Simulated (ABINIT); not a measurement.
# Beyond one shot: ZrSe3 (P2_1/m), part 2 of 2

Aim: iterate the self-energy on ZrSe3 (P2_1/m) and follow the gap from cycle to cycle.

ABINIT 10.8.3; LDA and many-body steps on it, plane waves. Known limits of the many-body steps: not at the basis limit; no spin-orbit coupling; coarse k mesh.

So far. Step 5 (evGW0, cycle 1): Against G0W0 in ABINIT (2×4×1 mesh, 209 bands, screening to 106.1 eV, Godby-Needs plasmon pole), the gap moves by +0.132 eV. This first cycle still uses the starting levels; it takes the full correction, at all points of the mesh, and its linearised value is 0.787 eV. Step 6 (evGW0, cycle 2): Against the cycle before, the gap moves by −0.070 eV.

## Step 7: evGW0, cycle 3

Level of this step: evGW0 on LDA, plane waves, norm-conserving pseudopotentials (ABINIT).

File run.abi:

```
acell 3*1.0 Angstrom
rprim 
  5.410900000000 -0.000000000000 -0.000000000000
  -0.000000000000 3.748800000000 0.000000000000
  -1.229420909100 0.000000000000 9.363634990100
ntypat 2
znucl 40 34
natom 8
typat 1 1 2 2 2 2 2 2
xred 
  0.285000000000 0.250000000000 0.656000000000
  0.715000000000 0.750000000000 0.344000000000
  0.762000000000 0.250000000000 0.554000000000
  0.238000000000 0.750000000000 0.446000000000
  0.456000000000 0.250000000000 0.174000000000
  0.544000000000 0.750000000000 0.826000000000
  0.888000000000 0.250000000000 0.169000000000
  0.112000000000 0.750000000000 0.831000000000
pp_dirpath "pseudos"
pseudos "Zr.upf, Se.upf"
ecut 48
ngkpt 2 4 1
nshiftk 1
shiftk 0 0 0
kptopt 1
chksymbreak 0
istwfk *1
occopt 1
irdwfk 1
optdriver 4
nband 209
gwcalctyp 10
ecutsigx 48
symsigma 1
nkptgw 6
kptgw 
  0.0000000000 0.0000000000 0.0000000000
  0.5000000000 0.0000000000 0.0000000000
  0.0000000000 0.2500000000 0.0000000000
  0.5000000000 0.2500000000 0.0000000000
  0.0000000000 0.5000000000 0.0000000000
  0.5000000000 0.5000000000 0.0000000000
bdgw 
  69 92
  69 92
  69 92
  69 92
  69 92
  69 92
ecuteps 3.9
irdscr 1
ppmodel 1
irdqps 1
indata_prefix "in"
outdata_prefix "out"
tmpdata_prefix "tmp"
```

Command:

```sh
OMP_NUM_THREADS=1 mpirun -n 16 abinit run.abi > log
```

Numbers of over 12 decimals in the logs are rounded to 6 here.

Log:

```text
.Version 10.8.3 of ABINIT. v10.8.2 released Aug 2026.

 Symmetries : space group P2_1/m (# 11); Bravais mP (primitive monocl.)
[... echo of the input left out ...]
== DATASET  1 ==================================================================
-   mpi_nproc: 16, omp_nthreads: 1 (-1 if OMP is not activated)

--- !DatasetInfo
iteration_state: {dtset: 1, }
dimensions: {natom: 8, nkpt: 6, mband: 209, nsppol: 1, nspinor: 1, nspden: 1, mpw: 20400, }
cutoff_energies: {ecut:  48.0, pawecutdg:  -1.0, }
[...]
.  kptgw no:  4; Maximum DeltaE = (   0.000   0.000) for band index:  2
.  kptgw no:  5; Maximum DeltaE = (  -0.010  -0.002) for band index: 24
.  kptgw no:  6; Maximum DeltaE = (   0.010  -0.000) for band index: 17

== END DATASET(S) ==============================================================
================================================================================

 -outvars: echo values of variables after computation  --------
           etotal      0.0000000000E+00
            nband         209
             nkpt           6
          spgroup          11
 [... the other variables as echoed above ...]

 Calculation completed.
```

Run time: 6.2 min. Hardware: 16 MPI ranks of Arm Neoverse N1, shared host; peak memory 24 GiB; 1.6 h of CPU time.

This step gave:

- quasiparticle gap on the mesh: 0.8570 eV
- gap of the density functional on the mesh: 0.2917 eV
- k of the valence top: 0, 0, 0
- k of the conduction bottom: 0.5, 0, 0
- least direct quasiparticle gap on the computed points: 1.106 eV

Against the cycle before, the gap moves by +0.008 eV.

## Step 8: Screening, 2×4×1 mesh, 209 bands, screening to 106.1 eV

This step: RPA screening on LDA, plane waves, norm-conserving pseudopotentials.

run.abi, as its differences from that of step 7:

```diff
@@ -29,26 +29,13 @@
 irdwfk 1
-optdriver 4
+optdriver 3
 nband 209
+ecuteps 3.9
+inclvkb 2
+awtr 1
+symchi 1
 gwcalctyp 10
-ecutsigx 48
-symsigma 1
-nkptgw 6
-kptgw 
-  0.0000000000 0.0000000000 0.0000000000
-  0.5000000000 0.0000000000 0.0000000000
-  0.0000000000 0.2500000000 0.0000000000
-  0.5000000000 0.2500000000 0.0000000000
-  0.0000000000 0.5000000000 0.0000000000
-  0.5000000000 0.5000000000 0.0000000000
-bdgw 
-  69 92
-  69 92
-  69 92
-  69 92
-  69 92
-  69 92
-ecuteps 3.9
-irdscr 1
-ppmodel 1
-irdqps 1
+mbpt_sciss 0.764 eV
+nqptdm 1
+qptdm 
+  0 0 0
 indata_prefix "in"
```

Log:

```text
.Version 10.8.3 of ABINIT. v10.8.2 released Aug 2026.

 Symmetries : space group P2_1/m (# 11); Bravais mP (primitive monocl.)
[... echo of the input left out ...]
== DATASET  1 ==================================================================
-   mpi_nproc: 16, omp_nthreads: 1 (-1 if OMP is not activated)

--- !DatasetInfo
iteration_state: {dtset: 1, }
dimensions: {natom: 8, nkpt: 6, mband: 209, nsppol: 1, nspinor: 1, nspden: 1, mpw: 20400, }
cutoff_energies: {ecut:  48.0, pawecutdg:  -1.0, }
electrons: {nelect:   1.68000000E+02, charge:   0.00000000E+00, occopt:   1.00000000E+00, tsmear:   1.00000000E-02, }

 SCREENING: Calculation of the susceptibility and dielectric matrices

 Based on a program developped by R.W. Godby, V. Olevano, G. Onida, and L. Reining.
 Incorporated in ABINIT by V. Olevano, G.-M. Rignanese, and M. Torrent.
.Using double precision arithmetic ; gwpc =  8

[... cell and pseudopotentials left out ...]
--------------------------------------------------------------------------------

 ==== K-mesh for the wavefunctions ====
 Number of points in the irreducible wedge :     6
[... list of points left out ...]
 Together with  4 symmetry operations and time-reversal symmetry
 yields     8 points in the full Brillouin Zone.

 ==== Q-mesh for the screening function ====
 Number of points in the irreducible wedge :     6
[... list of points left out ...]
 Together with  4 symmetry operations and time-reversal symmetry
 yields     8 points in the full Brillouin Zone.

 setmesh: FFT mesh size selected  =    45x   30x   72
          total number of points  =        97200

 vcoul_init : cutoff-mode = AUXILIARY_FUNCTION
 q-points for optical limit:   1
     1)      0.000010    0.000020    0.000030

 Dielectric matrix will be calculated only for some
 selected q points provided by the user through the input variables
 nqptdm and qptdm

- screening: taking advantage of time-reversal symmetry
- Maximum band index for partially occupied states nbvw = 84
- Remaining bands to be divided among processors   nbcw = 125
- Number of bands treated by each node ~7

 rdqps: reading QP wavefunctions of the previous step
        looking for file in_QPS
 file not found, 1st iteration initialized with KS eigenelements

 screening : performing a first self-consistency
 update of the energies in W by a scissor operator
 applying a scissor operator of [eV] :   0.764

 Number of electrons calculated from density =  168.0000; Expected =  168.0000
 average of density, n =  0.131071
 r_s =    1.2212
 omega_plasma =   34.9228 [eV]

 calculating chi0 at frequencies [eV] :
  1    0.000000E+00    0.000000E+00
  2    0.000000E+00    3.492278E+01

--------------------------------------------------------------------------------
  q-point number  1        q = ( 0.000000, 0.000000, 0.000000) [r.l.u.]
--------------------------------------------------------------------------------
[... chi0 elements left out ...]
 For q-point:  0.000010 0.000020 0.000030
  dielectric constant =  12.7706
  dielectric constant without local fields =  14.6514

  Average fulfillment of the sum rule on Im[epsilon] for q-point    1 :     31.56  [%]
[... wings left out ...]
== END DATASET(S) ==============================================================
================================================================================

 -outvars: echo values of variables after computation  --------
           etotal      0.0000000000E+00
            nband         209
             nkpt           6
          spgroup          11
 [... the other variables as echoed above ...]

 Calculation completed.
```

Wall time 3.1 min (16 MPI ranks); peak memory 20 GiB.

This step gave:

* ε∞ with local fields, on this mesh, along the program's q direction: 12.77
* the same without local fields: 14.65
* plasma frequency: 34.92 eV
* plane waves in the screening matrix: 481

This screening uses the functional's bands under a rigid shift, the mean opening of the cycle before.

## Step 9: Screening, 2×4×1 mesh, 209 bands, screening to 106.1 eV

This step: RPA screening on LDA from quasiparticle energies, plane waves, norm-conserving pseudopotentials.

run.abi, as its differences from that of step 8:

```diff
@@ -35,7 +35,11 @@
 symchi 1
+irdqps 1
 gwcalctyp 10
-mbpt_sciss 0.764 eV
-nqptdm 1
+nqptdm 5
 qptdm 
-  0 0 0
+  0.5000000000 0.0000000000 0.0000000000
+  0.0000000000 0.2500000000 0.0000000000
+  0.5000000000 0.2500000000 0.0000000000
+  0.0000000000 0.5000000000 0.0000000000
+  0.5000000000 0.5000000000 0.0000000000
 indata_prefix "in"
```

File mrgscr.stdin:

```
2
merged
q0_SCR
out_SCR
1
```

Command:

```sh
OMP_NUM_THREADS=1 mpirun -n 16 abinit run.abi > log; mrgscr < mrgscr.stdin
```

Log:

```text
.Version 10.8.3 of ABINIT. v10.8.2 released Aug 2026.

 Symmetries : space group P2_1/m (# 11); Bravais mP (primitive monocl.)
[... echo of the input left out ...]
== DATASET  1 ==================================================================
-   mpi_nproc: 16, omp_nthreads: 1 (-1 if OMP is not activated)

--- !DatasetInfo
iteration_state: {dtset: 1, }
dimensions: {natom: 8, nkpt: 6, mband: 209, nsppol: 1, nspinor: 1, nspden: 1, mpw: 20400, }
cutoff_energies: {ecut:  48.0, pawecutdg:  -1.0, }
[...]
q-point number  1        q = ( 0.500000, 0.000000, 0.000000) [r.l.u.]
--------------------------------------------------------------------------------
[... chi0 elements left out ...]
  Average fulfillment of the sum rule on Im[epsilon] for q-point    2 :     32.16  [%]

--------------------------------------------------------------------------------
  q-point number  2        q = ( 0.000000, 0.250000, 0.000000) [r.l.u.]
--------------------------------------------------------------------------------
[... chi0 elements left out ...]
  Average fulfillment of the sum rule on Im[epsilon] for q-point    3 :     32.29  [%]

 [... 3 further q-points ...]
```

Run time: 2.2 min. Hardware: 16 MPI ranks; peak memory 17 GiB.

This step gave:

- plasma frequency: 34.92 eV
- plane waves in the screening matrix: 481

This screening reads the quasiparticle levels of the cycle before.

## Step 10: evGW, cycle 1

This step: evGW on LDA, plane waves, norm-conserving pseudopotentials.

run.abi, as its differences from that of step 9:

```diff
@@ -29,12 +29,10 @@
 irdwfk 1
-optdriver 3
+optdriver 4
 nband 209
-ecuteps 3.9
-inclvkb 2
-awtr 1
-symchi 1
-irdqps 1
 gwcalctyp 10
-nqptdm 5
-qptdm 
+ecutsigx 48
+symsigma 1
+nkptgw 6
+kptgw 
+  0.0000000000 0.0000000000 0.0000000000
   0.5000000000 0.0000000000 0.0000000000
@@ -44,2 +42,13 @@
   0.5000000000 0.5000000000 0.0000000000
+bdgw 
+  69 92
+  69 92
+  69 92
+  69 92
+  69 92
+  69 92
+ecuteps 3.9
+irdscr 1
+ppmodel 1
+irdqps 1
 indata_prefix "in"
```

Command:

```sh
OMP_NUM_THREADS=1 mpirun -n 16 abinit run.abi > log
```

Log:

```text
.Version 10.8.3 of ABINIT. v10.8.2 released Aug 2026.

 Symmetries : space group P2_1/m (# 11); Bravais mP (primitive monocl.)
[... echo of the input left out ...]
== DATASET  1 ==================================================================
-   mpi_nproc: 16, omp_nthreads: 1 (-1 if OMP is not activated)

--- !DatasetInfo
iteration_state: {dtset: 1, }
dimensions: {natom: 8, nkpt: 6, mband: 209, nsppol: 1, nspinor: 1, nspden: 1, mpw: 20400, }
cutoff_energies: {ecut:  48.0, pawecutdg:  -1.0, }
[...]
.  kptgw no:  4; Maximum DeltaE = (   0.065   0.001) for band index: 20
.  kptgw no:  5; Maximum DeltaE = (   0.064  -0.000) for band index: 19
.  kptgw no:  6; Maximum DeltaE = (  -0.065   0.000) for band index: 21

== END DATASET(S) ==============================================================
================================================================================

 -outvars: echo values of variables after computation  --------
           etotal      0.0000000000E+00
            nband         209
             nkpt           6
          spgroup          11
 [... the other variables as echoed above ...]

 Calculation completed.
```

Wall time 6.3 min (16 MPI ranks); peak memory 24 GiB.

Numbers from this step:

| Property | Result |
| --- | --- |
| quasiparticle gap on the mesh | 0.9610 eV |
| gap of the density functional on the mesh | 0.2917 eV |
| k of the valence top | 0, 0, 0 |
| k of the conduction bottom | 0.5, 0, 0 |
| least direct quasiparticle gap on the computed points | 1.229 eV |

Against G0W0 in ABINIT (2×4×1 mesh, 209 bands, screening to 106.1 eV, Godby-Needs plasmon pole), the gap moves by +0.174 eV.

## Step 11: Screening, 2×4×1 mesh, 209 bands, screening to 106.1 eV

This step: RPA screening on LDA, plane waves, norm-conserving pseudopotentials.

run.abi, as its differences from that of step 10:

```diff
@@ -29,26 +29,13 @@
 irdwfk 1
-optdriver 4
+optdriver 3
 nband 209
+ecuteps 3.9
+inclvkb 2
+awtr 1
+symchi 1
 gwcalctyp 10
-ecutsigx 48
-symsigma 1
-nkptgw 6
-kptgw 
-  0.0000000000 0.0000000000 0.0000000000
-  0.5000000000 0.0000000000 0.0000000000
-  0.0000000000 0.2500000000 0.0000000000
-  0.5000000000 0.2500000000 0.0000000000
-  0.0000000000 0.5000000000 0.0000000000
-  0.5000000000 0.5000000000 0.0000000000
-bdgw 
-  69 92
-  69 92
-  69 92
-  69 92
-  69 92
-  69 92
-ecuteps 3.9
-irdscr 1
-ppmodel 1
-irdqps 1
+mbpt_sciss 0.889 eV
+nqptdm 1
+qptdm 
+  0 0 0
 indata_prefix "in"
```

Log:

```text
.Version 10.8.3 of ABINIT. v10.8.2 released Aug 2026.

 Symmetries : space group P2_1/m (# 11); Bravais mP (primitive monocl.)
[... echo of the input left out ...]
== DATASET  1 ==================================================================
-   mpi_nproc: 16, omp_nthreads: 1 (-1 if OMP is not activated)

--- !DatasetInfo
iteration_state: {dtset: 1, }
dimensions: {natom: 8, nkpt: 6, mband: 209, nsppol: 1, nspinor: 1, nspden: 1, mpw: 20400, }
cutoff_energies: {ecut:  48.0, pawecutdg:  -1.0, }
[...]
[... chi0 elements left out ...]
 For q-point:  0.000010 0.000020 0.000030
  dielectric constant =  12.3299
  dielectric constant without local fields =  14.1269

  Average fulfillment of the sum rule on Im[epsilon] for q-point    1 :     31.78  [%]
[... wings left out ...]
== END DATASET(S) ==============================================================
================================================================================

 -outvars: echo values of variables after computation  --------
           etotal      0.0000000000E+00
            nband         209
             nkpt           6
          spgroup          11
 [... the other variables as echoed above ...]

 Calculation completed.
```

Wall time 3.2 min (16 MPI ranks); peak memory 20 GiB.

This step gave:

```yaml
eps_infinity_with_local_fields_on_this_mesh_along_the_program_s_q_direction: 12.33
the_same_without_local_fields: 14.13
plasma_frequency: 34.92 eV
plane_waves_in_the_screening_matrix: 481
```

This screening uses the functional's bands under a rigid shift, the mean opening of the cycle before.

## Step 12: Screening, 2×4×1 mesh, 209 bands, screening to 106.1 eV

This step: RPA screening on LDA from quasiparticle energies, plane waves, norm-conserving pseudopotentials.

run.abi, as its differences from that of step 11:

```diff
@@ -35,7 +35,11 @@
 symchi 1
+irdqps 1
 gwcalctyp 10
-mbpt_sciss 0.889 eV
-nqptdm 1
+nqptdm 5
 qptdm 
-  0 0 0
+  0.5000000000 0.0000000000 0.0000000000
+  0.0000000000 0.2500000000 0.0000000000
+  0.5000000000 0.2500000000 0.0000000000
+  0.0000000000 0.5000000000 0.0000000000
+  0.5000000000 0.5000000000 0.0000000000
 indata_prefix "in"
```

mrgscr.stdin is that of step 9.

Command:

```sh
OMP_NUM_THREADS=1 mpirun -n 16 abinit run.abi > log; mrgscr < mrgscr.stdin
```

Log:

```text
.Version 10.8.3 of ABINIT. v10.8.2 released Aug 2026.

 Symmetries : space group P2_1/m (# 11); Bravais mP (primitive monocl.)
[... echo of the input left out ...]
== DATASET  1 ==================================================================
-   mpi_nproc: 16, omp_nthreads: 1 (-1 if OMP is not activated)

--- !DatasetInfo
iteration_state: {dtset: 1, }
dimensions: {natom: 8, nkpt: 6, mband: 209, nsppol: 1, nspinor: 1, nspden: 1, mpw: 20400, }
cutoff_energies: {ecut:  48.0, pawecutdg:  -1.0, }
[...]
q-point number  1        q = ( 0.500000, 0.000000, 0.000000) [r.l.u.]
--------------------------------------------------------------------------------
[... chi0 elements left out ...]
  Average fulfillment of the sum rule on Im[epsilon] for q-point    2 :     32.34  [%]

--------------------------------------------------------------------------------
  q-point number  2        q = ( 0.000000, 0.250000, 0.000000) [r.l.u.]
--------------------------------------------------------------------------------
[... chi0 elements left out ...]
  Average fulfillment of the sum rule on Im[epsilon] for q-point    3 :     32.48  [%]

 [... 3 further q-points ...]
```

Run time: 2.4 min. Hardware: 16 MPI ranks; peak memory 17 GiB; 38 min of CPU time.

Numbers from this step:

```yaml
plasma_frequency: 34.92 eV
plane_waves_in_the_screening_matrix: 481
```

This screening reads the quasiparticle levels of the cycle before.

## Step 13: evGW, cycle 2

This step: evGW on LDA, plane waves, norm-conserving pseudopotentials.

run.abi, as its differences from that of step 12:

```diff
@@ -29,12 +29,10 @@
 irdwfk 1
-optdriver 3
+optdriver 4
 nband 209
-ecuteps 3.9
-inclvkb 2
-awtr 1
-symchi 1
-irdqps 1
 gwcalctyp 10
-nqptdm 5
-qptdm 
+ecutsigx 48
+symsigma 1
+nkptgw 6
+kptgw 
+  0.0000000000 0.0000000000 0.0000000000
   0.5000000000 0.0000000000 0.0000000000
@@ -44,2 +42,13 @@
   0.5000000000 0.5000000000 0.0000000000
+bdgw 
+  69 92
+  69 92
+  69 92
+  69 92
+  69 92
+  69 92
+ecuteps 3.9
+irdscr 1
+ppmodel 1
+irdqps 1
 indata_prefix "in"
```

Command:

```sh
OMP_NUM_THREADS=1 mpirun -n 16 abinit run.abi > log
```

Log:

```text
.Version 10.8.3 of ABINIT. v10.8.2 released Aug 2026.

 Symmetries : space group P2_1/m (# 11); Bravais mP (primitive monocl.)
[... echo of the input left out ...]
== DATASET  1 ==================================================================
-   mpi_nproc: 16, omp_nthreads: 1 (-1 if OMP is not activated)

--- !DatasetInfo
iteration_state: {dtset: 1, }
dimensions: {natom: 8, nkpt: 6, mband: 209, nsppol: 1, nspinor: 1, nspden: 1, mpw: 20400, }
cutoff_energies: {ecut:  48.0, pawecutdg:  -1.0, }
[...]
.  kptgw no:  4; Maximum DeltaE = (  -0.006   0.000) for band index:  1
.  kptgw no:  5; Maximum DeltaE = (  -0.004   0.000) for band index:  4
.  kptgw no:  6; Maximum DeltaE = (  -0.006   0.001) for band index:  1

== END DATASET(S) ==============================================================
================================================================================

 -outvars: echo values of variables after computation  --------
           etotal      0.0000000000E+00
            nband         209
             nkpt           6
          spgroup          11
 [... the other variables as echoed above ...]

 Calculation completed.
```

The job ended after 6.4 min (16 MPI ranks; peak memory 24 GiB; 1.7 h of CPU time).

This step gave:

```
quasiparticle gap on the mesh                         : 0.9650 eV
gap of the density functional on the mesh             : 0.2917 eV
k of the valence top                                  : 0, 0, 0
k of the conduction bottom                            : 0.5, 0, 0
least direct quasiparticle gap on the computed points : 1.237 eV
```

Against the cycle before, the gap moves by +0.004 eV.

## Step 14: Side by side

Times are wall times on 16 MPI ranks of Arm Neoverse N1, shared host, good to a factor of about two. A run's time includes the screening step that it read.

```csv
run,mesh,bands,screening cutoff (eV),DFT gap (eV),gap on the mesh (eV),direct (eV),ε∞ used,time
G0W0,2×4×1,209,106.1,0.292,0.787,1.025,17.05,5.6 min
"evGW0, cycle 1",2×4×1,209,106.1,0.292,0.919,1.125,17.05,11 min
"evGW0, cycle 2",2×4×1,209,106.1,0.292,0.849,1.110,17.05,11 min
"evGW0, cycle 3",2×4×1,209,106.1,0.292,0.857,1.106,17.05,11 min
"evGW, cycle 1",2×4×1,209,106.1,0.292,0.961,1.229,12.77,12 min
"evGW, cycle 2",2×4×1,209,106.1,0.292,0.965,1.237,12.33,12 min
```

## Step 15: Results

```
G0W0           : 0.787 eV
evGW0, cycle 1 : 0.919 eV
evGW0, cycle 2 : 0.849 eV
evGW0, cycle 3 : 0.857 eV
evGW, cycle 1  : 0.961 eV
evGW, cycle 2  : 0.965 eV
known limits   : not at the basis limit; no spin-orbit coupling; coarse k mesh
```

Only the bands that the input lists are updated; the others, empty or deep, keep the functional's energies or take a rigid shift. The evGW loop starts from the last levels of evGW0, so its cycles and time come on top of those. evGW0 ends at 0.86 eV, +0.07 eV from G0W0, after 3 cycles that took 19 min beside the first screening; the last moved the gap by 0.008 eV. evGW ends at 0.96 eV, +0.18 eV from G0W0, after 2 cycles that took 24 min beside the first screening; the last moved the gap by 0.004 eV. The first cycle of evGW0 takes the full correction, without the factor Z, so it overshoots the one-shot value. Bands and cutoff are finite, so the gap is not at the basis limit. The miss can reach some tenths of an eV and take either sign; the mesh is an error of its own. The 2×4×1 mesh is coarse for this cell, which bears on the long-range parts of exchange and screening. In the updated screening the q = 0 part is built from Kohn-Sham bands under a rigid shift, the other q from the quasiparticle levels. The many-body steps are scalar-relativistic: spin-orbit coupling is not in them.

[Paths, hosts, dates, memory and timing lines, banners, echoed tables and standing remarks are left out of the program output.]

[Logs are printed without paths, hosts, clocks, repeated set-up lines and the standing remarks that a program may print on its own settings, such as how far it seeks lower states.]

[Runs of the session that timed out or met a known fault of the program may be left out.]

[Hosts, paths, dates, database ids (printed as entryN), source tags and the programs' standing remarks are cut or masked in the printed files.]

[G0W0 gaps are taken among the corrected bands and points alone; a level outside them can change the order at an edge.]

[Where Ansatz stands beside ABINIT at settings called matched, ABINIT's density can come from a denser mesh and the files from another edition; pairs whose starting gaps differed by over 0.03 eV were left out, so agreement reads better than it is.]
